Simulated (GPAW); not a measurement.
# How the form of the self-energy moves the gap of CuBiSeO (P4/nmm)

How much does the gap of CuBiSeO (P4/nmm) depend on the approximation to the self-energy?

Method: LDA and many-body steps on it, plane waves, in GPAW 26.7.0.

Most raw output is cut from this account.

## Step 1: Starting point

Symmetry: P4/nmm, No. 129, tetragonal system. Conventional cell: a = 3.950 Å, b = 3.950 Å, c = 9.068 Å, α = 90.00°, β = 90.00°, γ = 90.00°. Nearest to Cu lie 4 Se at 2.52 Å and 4 Cu at 2.79 Å. Nearest to Bi lie 4 O at 2.35 Å and 4 Se at 3.27 Å. Nearest to Se lie 4 Cu at 2.52 Å and 4 Bi at 3.27 Å. Nearest to O lie 4 Bi at 2.35 Å. Farther neighbours and most contacts between anions are not listed.

As a file:

```cif
data_structure
_symmetry_space_group_name_H-M 'P 1'
_symmetry_Int_Tables_number 1
_cell_length_a 3.9497
_cell_length_b 3.9497
_cell_length_c 9.0675
_cell_angle_alpha 90.000
_cell_angle_beta 90.000
_cell_angle_gamma 90.000
_cell_volume 141.46
loop_
_atom_site_label
_atom_site_type_symbol
_atom_site_fract_x
_atom_site_fract_y
_atom_site_fract_z
_atom_site_occupancy
Cu1 Cu 0.00000 0.00000 0.50000 1
Cu2 Cu 0.50000 0.50000 0.50000 1
Bi3 Bi 0.00000 0.50000 0.86018 1
Bi4 Bi 0.50000 0.00000 0.13982 1
Se5 Se 0.50000 0.00000 0.67282 1
Se6 Se 0.00000 0.50000 0.32718 1
O7 O 0.50000 0.50000 0.00000 1
O8 O 0.00000 0.00000 0.00000 1
```

The cell and positions are those that the Materials Project relaxed with its own functionals (PBE, PBE+U or r2SCAN), kept fixed. Spin-orbit coupling is left out unless a step names it.

## Step 2: Empty states on the mesh, 4×4×2 mesh, 918 bands

This step: GPAW 26.7.0; DFT, LDA, plane waves, PAW.

The sums over transitions need many empty states on a uniform mesh; this step solves for them.

The input, run.py:

```python
import json
import numpy as np
from gpaw.mpi import world
from gpaw import GPAW

calc = GPAW('gs.gpw').fixed_density(kpts={'size': (4, 4, 2), 'gamma': True},
    parallel={'domain': 1, 'band': 1},
    txt='nscf.txt')
calc.diagonalize_full_hamiltonian(nbands=918)
calc.write('full.gpw', mode='all')
res = {}
kpts = calc.get_ibz_k_points()
res['kpts'] = kpts
res['eigenvalues'] = [calc.get_eigenvalues(kpt=k) for k in range(len(kpts))]
res['n_electrons'] = calc.get_number_of_electrons()

if world.rank == 0:
    with open('result.json', 'w') as f:
        json.dump(res, f, default=lambda x: x.tolist())
```

On the command line:

```sh
mpirun -n 4 gpaw python run.py
```

Run time: 3.4 min. Hardware: 4 MPI ranks of Intel Xeon Platinum 8488C (Sapphire Rapids), shared host; peak memory 8.6 GiB.

Numbers from this step:

* gap: 0.1333 eV
* k of the valence top: 0.25, 0, 0.5
* k of the conduction bottom: 0, 0, 0.5
* least direct gap: 0.1734 eV
* k points computed: 12
* lowest point of the top converged band, above the valence top: 182.0943 eV

On this mesh the gap is 0.133 eV.

## Step 3: G0W0, Godby-Needs plasmon pole

Now the one-shot GW correction: screening in the RPA, then the self-energy of the levels asked for.

This step: G0W0 on LDA, plane waves, PAW.

The input, run.py:

```python
import json
import numpy as np
from gpaw.mpi import world
from gpaw.response.g0w0 import G0W0

gw = G0W0('full.gpw',
    filename='gw',
    kpts=[0, 1, 3],
    bands=(36, 40),
    ecut=120,
    nbands=422,
    integrate_gamma='WS',
    ppa=True)
gw.calculate()
res = {mode: {k: v for k, v in r.items() if k != 'sigma_eskwn'}
       for mode, r in gw.all_results.items()}

if world.rank == 0:
    with open('result.json', 'w') as f:
        json.dump(res, f, default=lambda x: x.tolist())
```

On the command line:

```sh
mpirun -n 4 gpaw python run.py
```

Run time: 10 min. Hardware: 4 MPI ranks; peak memory 3.4 GiB.

This step gave:

| Quantity | Value |
| --- | --- |
| G0W0 gap on the points computed | 0.7120 eV |
| least direct G0W0 gap on the computed points | 0.7418 eV |
| Z at the valence top | 0.7477 |
| Z at the conduction bottom | 0.8075 |
| starting gap on the mesh | 0.1333 eV |
| k of the valence top | 0.25, 0, 0.5 |
| k of the conduction bottom | 0, 0, 0.5 |

The gap on the mesh goes from 0.13 eV to 0.71 eV, a correction of +0.58 eV.

## Step 4: One-shot HSE06

This step: one-shot HSE06 levels on LDA orbitals, plane waves, PAW.

The input, run.py:

```python
import json
import numpy as np
from gpaw.mpi import world
from gpaw.hybrids.eigenvalues import non_self_consistent_eigenvalues

dft, vxc, vxc_hyb = non_self_consistent_eigenvalues('full.gpw', 'HSE06', 36, 40, kpt_indices=[0, 1, 3])
res = {'dft': dft[0], 'hybrid': (dft - vxc + vxc_hyb)[0]}
if world.rank == 0:
    with open('hybrid.txt', 'w') as f:
        for k, e0, e1 in zip([0, 1, 3], res['dft'], res['hybrid']):
            print(k, ' '.join(f'{x:9.4f}' for x in e0), '|', ' '.join(f'{x:9.4f}' for x in e1), file=f)

if world.rank == 0:
    with open('result.json', 'w') as f:
        json.dump(res, f, default=lambda x: x.tolist())
```

On the command line:

```sh
mpirun -n 4 gpaw python run.py
```

The job ended after 8.3 s (4 MPI ranks; peak memory 2.2 GiB).

This step gave:

```
starting gap on the mesh                       : 0.1333 eV
hybrid gap on the mesh                         : 1.546 eV
least direct hybrid gap on the computed points : 1.589 eV
```

## Step 5: One-shot PBE0

This step: one-shot PBE0 levels on LDA orbitals, plane waves, PAW.

run.py: that of step 4 with these lines changed.

```diff
@@ -5,3 +5,3 @@
 
-dft, vxc, vxc_hyb = non_self_consistent_eigenvalues('full.gpw', 'HSE06', 36, 40, kpt_indices=[0, 1, 3])
+dft, vxc, vxc_hyb = non_self_consistent_eigenvalues('full.gpw', 'PBE0', 36, 40, kpt_indices=[0, 1, 3])
 res = {'dft': dft[0], 'hybrid': (dft - vxc + vxc_hyb)[0]}
```

On the command line:

```sh
mpirun -n 4 gpaw python run.py
```

Wall time 8.5 s (4 MPI ranks); peak memory 2.2 GiB; 33 s of CPU time.

Numbers from this step:

```yaml
starting_gap_on_the_mesh: 0.1333 eV
hybrid_gap_on_the_mesh: 2.221 eV
least_direct_hybrid_gap_on_the_computed_points: 2.262 eV
```

## Step 6: G0W0, full frequency, Hilbert transform

This step: G0W0 on LDA, plane waves, PAW.

The input, run.py:

```python
import json
import numpy as np
from gpaw.mpi import world
from gpaw.response.g0w0 import G0W0

gw = G0W0('full.gpw',
    filename='gw',
    kpts=[0, 1, 3],
    bands=(36, 40),
    ecut=120,
    nbands=422,
    integrate_gamma='WS',
    frequencies={'type': 'nonlinear', 'domega0': 0.1, 'omega2': 15.0},
    eta=0.1,
    nblocksmax=True)
gw.calculate()
res = {mode: {k: v for k, v in r.items() if k != 'sigma_eskwn'}
       for mode, r in gw.all_results.items()}

if world.rank == 0:
    with open('result.json', 'w') as f:
        json.dump(res, f, default=lambda x: x.tolist())
```

On the command line:

```sh
mpirun -n 4 gpaw python run.py
```

It took 16 min on 4 MPI ranks; peak memory 5.9 GiB.

Numbers from this step:

```
G0W0 gap on the points computed              : 0.7457 eV
least direct G0W0 gap on the computed points : 0.7743 eV
Z at the valence top                         : 0.6827
Z at the conduction bottom                   : 0.7574
starting gap on the mesh                     : 0.1333 eV
k of the valence top                         : 0.25, 0, 0.5
k of the conduction bottom                   : 0, 0, 0.5
```

Against G0W0 in GPAW (4×4×2 mesh, 422 bands, screening to 120 eV, Godby-Needs plasmon pole), the gap moves by +0.034 eV.

## Step 7: Side by side

Times are wall times on 4 MPI ranks of Intel Xeon Platinum 8488C (Sapphire Rapids), shared host, good to a factor of about two.

```csv
run,mesh,bands,screening cutoff (eV),DFT gap (eV),gap on the mesh (eV),direct (eV),time
"G0W0, Godby-Needs plasmon pole",4×4×2,422,120,0.133,0.712,0.742,10 min
one-shot HSE06,4×4×2,-,-,0.133,1.546,1.589,8.3 s
one-shot PBE0,4×4×2,-,-,0.133,2.221,2.262,8.5 s
"G0W0, full frequency, Hilbert transform",4×4×2,422,120,0.133,0.746,0.774,16 min
```

## Step 8: What came out

```json
{
 "G0W0, Godby-Needs plasmon pole": "0.712 eV",
 "one-shot HSE06": "1.546 eV",
 "one-shot PBE0": "2.221 eV",
 "G0W0, full frequency, Hilbert transform": "0.746 eV",
 "known limits": "not at the basis limit; model gap, bands may invert with spin-orbit coupling; no spin polarisation; d shell near the gap, gap tends to lie low; no spin-orbit coupling; coarse k mesh"
}
```

**Reading.** One-shot HSE06: +0.834 eV against G0W0, Godby-Needs plasmon pole. One-shot PBE0: +1.509 eV against G0W0, Godby-Needs plasmon pole. G0W0, full frequency, Hilbert transform: +0.034 eV against G0W0, Godby-Needs plasmon pole. One-shot hybrid levels are evaluated on the LDA orbitals. Bands and cutoff are finite, so the gap is not at the basis limit. The miss can reach some tenths of an eV and take either sign; the mesh is an error of its own. These stock PAW sets were not made for GW; the filled d or f shell of Se lies in the frozen core, which bears on start and correction. In the G0W0 runs levels were corrected at 3 k points alone, so a gap called «on the mesh» is the least over those, and an edge elsewhere would be missed. The 4×4×2 mesh is coarse for this cell, which bears on the long-range parts of exchange and screening. Where an edge is built on 6p states of lead, bismuth or thallium, scalar-relativistic gaps usually stand too wide, by a few tenths to over one eV. With atoms this heavy and so narrow a gap, spin-orbit coupling can invert the bands. These scalar-relativistic gaps are then model values, not to be set against experiment, and a spin-orbit change taken from DFT can't simply be added. A d shell, filled or nearly so, lies near the gap. One-shot GW converges very slowly in bands there, not always from below, and on a semilocal start the gap tends to come out low; starts rich in exact exchange can overshoot instead.

[Paths, hosts, dates, memory and timing lines, banners, echoed tables and standing remarks are left out of the program output.]

[Logs are printed without paths, hosts, clocks, repeated set-up lines and the standing remarks that a program may print on its own settings, such as how far it seeks lower states.]

[Runs of the session that timed out or met a known fault of the program may be left out.]

[Hosts, paths, dates, database ids (printed as entryN), source tags and the programs' standing remarks are cut or masked in the printed files.]
